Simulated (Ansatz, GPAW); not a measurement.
# Screening of a field by 1T-SnSTe monolayer, part 2 of 2

Aim: the dipole that a field along the normal induces in 1T-SnSTe monolayer.

GPAW 26.7.0 and Ansatz 0.2.0; Ansatz plane waves; layer without images along its normal, relaxation of atoms and in-plane cell (the session's first sound run).

So far. Step 2 (Relaxation): The relaxation lowered the energy of the cell by 2.75 eV.

## Step 3: Plane waves, PBE

The work function is the vacuum plateau of the electrostatic potential less the Fermi level; a dipole layer lets the two faces have plateaus of their own.

This step: GPAW, PAW setups; slab in vacuum (GPAW 26.7.0).

The cell differs from the one that the last finished run ended in (c 28.661 → 19.324 Å).

run.py reads:

```python
import json
import numpy as np
from ase import Atoms
from gpaw import GPAW, PW

slab = Atoms(
    ['Te', 'Sn', 'S'],
    positions=[
        [1.94549, 1.12323, 8.00000],
        [-0.00000, -0.00000, 9.90303],
        [0.00000, 2.24645, 11.32385]],
    cell=[[3.89097, 0.0, 0.0], [-1.94549, 3.36968, -0.0], [0.0, 0.0, 19.3238]],
    pbc=[True, True, False])

slab.calc = GPAW(mode=PW(400), xc='PBE', kpts={'size': (9, 9, 1), 'gamma': True},
                 occupations={'name': 'fermi-dirac', 'width': 0.05}, nbands='200%',
                 convergence={'density': 1e-05}, maxiter=200,
                 poissonsolver={'dipolelayer': 'xy'},
                 symmetry={'tolerance': 1e-3}, txt='slab.txt')
result = {}
energy = slab.get_potential_energy()
fermi = slab.calc.get_fermi_level()
v = slab.calc.get_electrostatic_potential().mean((0, 1)) - fermi
n = slab.calc.get_pseudo_density().mean((0, 1))
L = slab.cell[2, 2]
z = np.arange(len(v)) * L / len(v)
low, high = slab.positions[:, 2].min(), slab.positions[:, 2].max()
below, above = np.interp([low - 5.8, high + 5.8], z, v)
slopes = [np.interp(x, z, np.gradient(v, z)) for x in (low - 5.8, high + 5.8)]
eps = np.array([[slab.calc.get_eigenvalues(k, s) for k in range(len(slab.calc.get_ibz_k_points()))]
                for s in range(slab.calc.get_number_of_spins())]) - fermi
top, bottom = eps[eps < 0].max(), eps[eps > 0].min()
dipole = slab.get_dipole_moment()[2]
print(f'energy {energy:.4f} eV, Fermi level {fermi:.4f} eV, dipole {dipole:.5f} e A')
print(f'potential 5.8 A off the faces, from the Fermi level: lower {below:.4f} eV, upper {above:.4f} eV')
print(f'slope of the potential there: lower {slopes[0]:.5f}, upper {slopes[1]:.5f} eV/A')
print(f'nearest levels on the mesh: {top:.4f} and {bottom:.4f} eV')
print('magnetic moment', round(slab.get_magnetic_moment(), 3))
result.update(energy=energy, fermi=fermi, dipole=dipole, below=below, above=above, slopes=slopes, edges=[top, bottom],
              z=z.tolist(), v=v.tolist(), n=n.tolist(), positions=slab.positions.tolist(),
              forces=slab.get_forces(apply_constraint=False).tolist(), moments=slab.get_magnetic_moments().tolist())
json.dump(result, open('result.json', 'w'))
```

Run with:

```sh
OMP_NUM_THREADS=1 OPENBLAS_NUM_THREADS=1 python run.py
```

Output:

```text
energy -11.6736 eV, Fermi level -1.6503 eV, dipole -0.05033 e A
potential 5.8 A off the faces, from the Fermi level: lower 4.8236 eV, upper 5.5138 eV
slope of the potential there: lower -0.00001, upper 0.00000 eV/A
nearest levels on the mesh: -0.2325 and 0.0420 eV
magnetic moment 0.0
```

Elapsed: 30 s, on 1 thread of Intel Xeon 6975P-C (Granite Rapids), shared host; peak memory 0.21 GiB.

This step gave:

| Property | Result |
| --- | --- |
| dipole along the normal | -0.05033 e·Å |
| levels nearest the Fermi level on the mesh | -0.2325, 0.04203 eV from the Fermi level |
| upper work function | 5.514 eV |
| lower work function | 4.824 eV |

The electrostatic potential energy of an electron (without an applied field's), less the Fermi level, planar mean by z:

z (Å), electrostatic potential energy of an electron (without an applied field's), less the Fermi level, planar mean (eV) and a bar from the least value:
```
      0.0        5.2 ##############################
      0.5        4.8 #############################
      1.0        4.8 #############################
      1.5        4.8 #############################
      2.0        4.8 #############################
      2.5        4.8 #############################
      3.0        4.8 #############################
      3.5        4.8 #############################
      4.0        4.8 #############################
      4.5        4.8 #############################
      5.0        4.8 #############################
      5.5        4.8 #############################
      6.0        4.6 #############################
      6.5        4.0 ############################
      7.0        1.5 ########################
      7.5       -6.6 #############
      8.0      -16.1 
      8.5       -7.6 ############
      9.0       -2.6 ###################
      9.5       -8.9 ##########
     10.0      -14.0 ###
     10.5       -6.4 #############
     11.0       -8.0 ###########
     11.5       -9.4 #########
     12.0        1.2 ########################
     12.5        4.6 #############################
     13.0        5.3 ##############################
     13.5        5.5 ##############################
     14.0        5.5 ##############################
     14.5        5.5 ##############################
     15.0        5.5 ##############################
     15.5        5.5 ##############################
     16.0        5.5 ##############################
     16.5        5.5 ##############################
     17.0        5.5 ##############################
     17.5        5.5 ##############################
     18.0        5.5 ##############################
     18.5        5.5 ##############################
     19.0        5.5 ##############################
```

Table of pseudo valence density, planar mean by z:

z (Å), pseudo valence density, planar mean (e/Å³) and a bar from the least value:
```
     0.00       0.00 
     0.64       0.00 
     1.29       0.00 
     1.93       0.00 
     2.58       0.00 
     3.22       0.00 
     3.86       0.00 
     4.51       0.00 
     5.37       0.00 
     6.01       0.01 
     6.66       0.05 #
     7.30       0.22 ######
     7.94       0.09 ##
     8.59       0.30 ########
     9.23       0.31 ########
     9.88       1.11 ##############################
    10.52       0.40 ###########
    11.16       0.32 #########
    11.81       0.25 #######
    12.45       0.06 ##
    13.10       0.01 
    13.74       0.00 
    14.60       0.00 
    15.24       0.00 
    15.89       0.00 
    16.53       0.00 
    17.18       0.00 
    17.82       0.00 
    18.46       0.00 
    19.11       0.00
```

The potential is flat to 1.3e-5 eV/Å where it is read, so the vacuum is wide enough. The geometry is the other program's minimum; here the largest force on a free atom is 0.045 eV/Å.

## Step 4: Field on

A uniform field along the normal polarises the slab; the atoms stay fixed, so this is the electronic response alone.

Changes to run.py since step 3:

```diff
@@ -4,2 +4,3 @@
 from gpaw import GPAW, PW
+from gpaw.external import ConstantElectricField
 
@@ -18,2 +19,3 @@
                  poissonsolver={'dipolelayer': 'xy'},
+                 external=ConstantElectricField(-0.2, [0, 0, 1]),
                  symmetry={'tolerance': 1e-3}, txt='slab.txt')
```

Output:

```text
energy -11.6916 eV, Fermi level -1.6165 eV, dipole -0.13017 e A
potential 5.8 A off the faces, from the Fermi level: lower 4.2261 eV, upper 6.0226 eV
slope of the potential there: lower -0.00002, upper 0.00001 eV/A
nearest levels on the mesh: -0.2408 and 0.0438 eV
magnetic moment 0.0
```

Wall time 81 s (1 thread); peak memory 0.31 GiB.

This step gave:

```
dipole along the normal                                         : -0.1302 e·Å
levels nearest the Fermi level on the mesh                      : -0.2408, 0.04383 eV from the Fermi level
potential below the slab, the applied field's own ramp left out : 4.226 eV from the Fermi level
potential above the slab, the applied field's own ramp left out : 6.023 eV from the Fermi level
```

Electrostatic potential energy of an electron (without an applied field's), less the Fermi level, planar mean against z:

```tsv
z (Å)	electrostatic potential energy of an electron (without an applied field's), less the Fermi level, planar mean (eV)
0.0	5.12
0.5	4.23
1.0	4.23
1.5	4.23
2.0	4.23
2.5	4.23
3.0	4.23
3.5	4.23
4.0	4.23
4.5	4.22
5.0	4.22
5.5	4.18
6.0	4.04
6.5	3.44
7.0	1.04
7.5	-7.03
8.0	-16.5
8.5	-7.86
9.0	-2.77
9.5	-8.94
10.0	-14.0
10.5	-6.25
11.0	-7.74
11.5	-9.02
12.0	1.62
12.5	5.04
13.0	5.81
13.5	5.97
14.0	6.01
14.5	6.02
15.0	6.02
15.5	6.02
16.0	6.02
16.5	6.02
17.0	6.02
17.5	6.02
18.0	6.02
18.5	6.02
19.0	5.87
```

Force by atom:

```tsv
atom	x (eV/Å)	y (eV/Å)	z (eV/Å)	size
Te1	0.0000	0.0000	0.0606	0.0606
Sn2	0.0000	0.0000	-0.0800	0.0800
S3	0.0000	0.0000	0.0191	0.0191
```

The dipole is now -0.130 e Å, against -0.050 in the run without a field.

## Step 5: Field on

Changes to run.py since step 4:

```diff
@@ -19,3 +19,3 @@
                  poissonsolver={'dipolelayer': 'xy'},
-                 external=ConstantElectricField(-0.2, [0, 0, 1]),
+                 external=ConstantElectricField(-0.1, [0, 0, 1]),
                  symmetry={'tolerance': 1e-3}, txt='slab.txt')
```

Output:

```text
energy -11.6806 eV, Fermi level -1.6329 eV, dipole -0.09009 e A
potential 5.8 A off the faces, from the Fermi level: lower 4.5241 eV, upper 5.7675 eV
slope of the potential there: lower -0.00002, upper 0.00001 eV/A
nearest levels on the mesh: -0.2367 and 0.0429 eV
magnetic moment 0.0
```

It took 76 s on 1 thread; peak memory 0.31 GiB.

Numbers from this step:

- dipole along the normal: -0.09009 e·Å
- levels nearest the Fermi level on the mesh: -0.2367, 0.04291 eV from the Fermi level
- potential below the slab, the applied field's own ramp left out: 4.524 eV from the Fermi level
- potential above the slab, the applied field's own ramp left out: 5.768 eV from the Fermi level

Table of electrostatic potential energy of an electron (without an applied field's), less the Fermi level, planar mean by z:

```tsv
z (Å)	electrostatic potential energy of an electron (without an applied field's), less the Fermi level, planar mean (eV)
0.0	5.15
0.5	4.52
1.0	4.52
1.5	4.52
2.0	4.52
2.5	4.52
3.0	4.52
3.5	4.52
4.0	4.52
4.5	4.52
5.0	4.51
5.5	4.48
6.0	4.33
6.5	3.72
7.0	1.29
7.5	-6.82
8.0	-16.3
8.5	-7.75
9.0	-2.70
9.5	-8.92
10.0	-14.0
10.5	-6.33
11.0	-7.86
11.5	-9.19
12.0	1.41
12.5	4.80
13.0	5.56
13.5	5.72
14.0	5.76
14.5	5.77
15.0	5.77
15.5	5.77
16.0	5.77
16.5	5.77
17.0	5.77
17.5	5.77
18.0	5.77
18.5	5.77
19.0	5.67
```

Force by atom:

```tsv
atom	x (eV/Å)	y (eV/Å)	z (eV/Å)	size
Te1	0.0000	0.0000	0.0528	0.0528
Sn2	0.0000	0.0000	-0.0547	0.0547
S3	0.0000	0.0000	0.0013	0.0013
```

The dipole is now -0.0901 e Å, against -0.050 in the run without a field.

## Step 6: In a field

Changes to run.py since step 5:

```diff
@@ -19,3 +19,3 @@
                  poissonsolver={'dipolelayer': 'xy'},
-                 external=ConstantElectricField(-0.1, [0, 0, 1]),
+                 external=ConstantElectricField(-0.05, [0, 0, 1]),
                  symmetry={'tolerance': 1e-3}, txt='slab.txt')
```

Output:

```text
energy -11.6766 eV, Fermi level -1.6415 eV, dipole -0.07005 e A
potential 5.8 A off the faces, from the Fermi level: lower 4.6737 eV, upper 5.6405 eV
slope of the potential there: lower -0.00002, upper 0.00001 eV/A
nearest levels on the mesh: -0.2346 and 0.0425 eV
magnetic moment 0.0
```

It took 74 s on 1 thread; peak memory 0.31 GiB.

Electrostatic potential energy of an electron (without an applied field's), less the Fermi level, planar mean against z:

```tsv
z (Å)	electrostatic potential energy of an electron (without an applied field's), less the Fermi level, planar mean (eV)
0	5.16
1	4.67
2	4.67
3	4.67
4	4.67
5	4.66
6	4.48
7	1.42
8	-16.2
9	-2.67
10	-14.0
11	-7.93
12	1.31
13	5.44
14	5.63
15	5.64
16	5.64
17	5.64
18	5.64
19	5.56
```

## Step 7: Field on

Changes to run.py since step 6:

```diff
@@ -19,3 +19,3 @@
                  poissonsolver={'dipolelayer': 'xy'},
-                 external=ConstantElectricField(-0.05, [0, 0, 1]),
+                 external=ConstantElectricField(0.05, [0, 0, 1]),
                  symmetry={'tolerance': 1e-3}, txt='slab.txt')
```

Output:

```text
energy -11.6716 eV, Fermi level -1.6595 eV, dipole -0.02995 e A
potential 5.8 A off the faces, from the Fermi level: lower 4.9742 eV, upper 5.3875 eV
slope of the potential there: lower -0.00002, upper 0.00001 eV/A
nearest levels on the mesh: -0.2304 and 0.0416 eV
magnetic moment 0.0
```

Elapsed: 83 s, on 1 thread; peak memory 0.31 GiB.

## Step 8: Field on

Changes to run.py since step 7:

```diff
@@ -19,3 +19,3 @@
                  poissonsolver={'dipolelayer': 'xy'},
-                 external=ConstantElectricField(0.05, [0, 0, 1]),
+                 external=ConstantElectricField(0.1, [0, 0, 1]),
                  symmetry={'tolerance': 1e-3}, txt='slab.txt')
```

Output:

```text
energy -11.6706 eV, Fermi level -1.6688 eV, dipole -0.00987 e A
potential 5.8 A off the faces, from the Fermi level: lower 5.1251 eV, upper 5.2613 eV
slope of the potential there: lower -0.00003, upper 0.00001 eV/A
nearest levels on the mesh: -0.2283 and 0.0412 eV
magnetic moment 0.0
```

Elapsed: 69 s, on 1 thread; peak memory 0.31 GiB.

The electrostatic potential energy of an electron (without an applied field's), less the Fermi level, planar mean by z:

```tsv
z (Å)	electrostatic potential energy of an electron (without an applied field's), less the Fermi level, planar mean (eV)
0.0	5.19
0.5	5.13
1.0	5.13
1.5	5.13
2.0	5.13
2.5	5.13
3.0	5.13
3.5	5.12
4.0	5.12
4.5	5.12
5.0	5.11
5.5	5.07
6.0	4.92
6.5	4.28
7.0	1.80
7.5	-6.40
8.0	-16.0
8.5	-7.51
9.0	-2.57
9.5	-8.89
10.0	-14.1
10.5	-6.48
11.0	-8.11
11.5	-9.53
12.0	0.994
12.5	4.34
13.0	5.07
13.5	5.22
14.0	5.25
14.5	5.26
15.0	5.26
15.5	5.26
16.0	5.26
16.5	5.26
17.0	5.26
17.5	5.26
18.0	5.26
18.5	5.26
19.0	5.25
```

The dipole is now -0.00987 e Å, against -0.050 in the run without a field.

## Step 9: In a field

Changes to run.py since step 8:

```diff
@@ -19,3 +19,3 @@
                  poissonsolver={'dipolelayer': 'xy'},
-                 external=ConstantElectricField(0.1, [0, 0, 1]),
+                 external=ConstantElectricField(0.2, [0, 0, 1]),
                  symmetry={'tolerance': 1e-3}, txt='slab.txt')
```

Output:

```text
energy -11.6716 eV, Fermi level -1.6882 eV, dipole 0.03029 e A
potential 5.8 A off the faces, from the Fermi level: lower 5.4281 eV, upper 5.0101 eV
slope of the potential there: lower -0.00003, upper 0.00001 eV/A
nearest levels on the mesh: -0.2241 and 0.0404 eV
magnetic moment 0.0
```

The job ended after 68 s (1 thread; peak memory 0.31 GiB).

Table of electrostatic potential energy of an electron (without an applied field's), less the Fermi level, planar mean by z:

z (Å), electrostatic potential energy of an electron (without an applied field's), less the Fermi level, planar mean (eV) and a bar from the least value:
```
        0        5.2 ##############################
        1        5.4 ##############################
        2        5.4 ##############################
        3        5.4 ##############################
        4        5.4 ##############################
        5        5.4 ##############################
        6        5.2 ##############################
        7        2.0 #########################
        8      -15.8 
        9       -2.5 ###################
       10      -14.1 ##
       11       -8.2 ###########
       12        0.8 #######################
       13        4.8 #############################
       14        5.0 #############################
       15        5.0 #############################
       16        5.0 #############################
       17        5.0 #############################
       18        5.0 #############################
       19        5.0 #############################
```

The dipole is now 0.0303 e Å, against -0.050 in the run without a field.

## Step 10: In a field

Changes to run.py since step 9:

```diff
@@ -19,3 +19,3 @@
                  poissonsolver={'dipolelayer': 'xy'},
-                 external=ConstantElectricField(0.2, [0, 0, 1]),
+                 external=ConstantElectricField(0.3, [0, 0, 1]),
                  symmetry={'tolerance': 1e-3}, txt='slab.txt')
```

Output:

```text
energy -11.6767 eV, Fermi level -1.7088 eV, dipole 0.07050 e A
potential 5.8 A off the faces, from the Fermi level: lower 5.7331 eV, upper 4.7601 eV
slope of the potential there: lower -0.00004, upper 0.00001 eV/A
nearest levels on the mesh: -0.2197 and 0.0396 eV
magnetic moment 0.0
```

The job ended after 76 s (1 thread; peak memory 0.31 GiB).

The dipole is now 0.0705 e Å, against -0.050 in the run without a field.

## Step 11: The series

The members are put on one axis.

This step: induced dipole against applied field (GPAW 26.7.0).

Table of dipole along the normal by field:

```tsv
field (V/Å)	dipole along the normal (e·Å)
-0.200	-0.130
-0.100	-0.0901
-0.050	-0.0701
0.000	-0.0503
0.050	-0.0299
0.100	-0.00987
0.200	0.0303
0.300	0.0705
```

## Step 12: What came out

```
work function, upper and lower face            : 5.514 and 4.824 eV
dipole along the normal                        : -0.0503 e Å
induced dipole per field                       : 0.401 e Å per V/Å
out-of-plane polarisability per area, α/(ε0 A) : 5.54 Å
```

The field induces 0.401 e Å per V/Å, a polarisable thickness α/(ε0 A) of 5.54 Å beside 3.32 Å between the outermost nuclei. A perfect conductor would give the distance between its two image planes; a dielectric of thickness t gives t(1 - 1/ε). The two faces differ by 0.69 eV, the step that the slab's dipole makes (e p/(ε0 A) gives 0.69 eV), so the dipole layer is needed. The induced dipole is linear in the field over this range. The starting lattice was a guess from atomic radii; the relaxation moved it by 4 %. The layer's cell and atoms come from the relaxation; spin-orbit coupling and temperature are left out.

[Logs are printed without paths, hosts, clocks, repeated set-up lines and the standing remarks that a program may print on its own settings, such as how far it seeks lower states.]

[Hosts, paths, dates, database ids (printed as entryN), source tags and the programs' standing remarks are cut or masked in the printed files.]
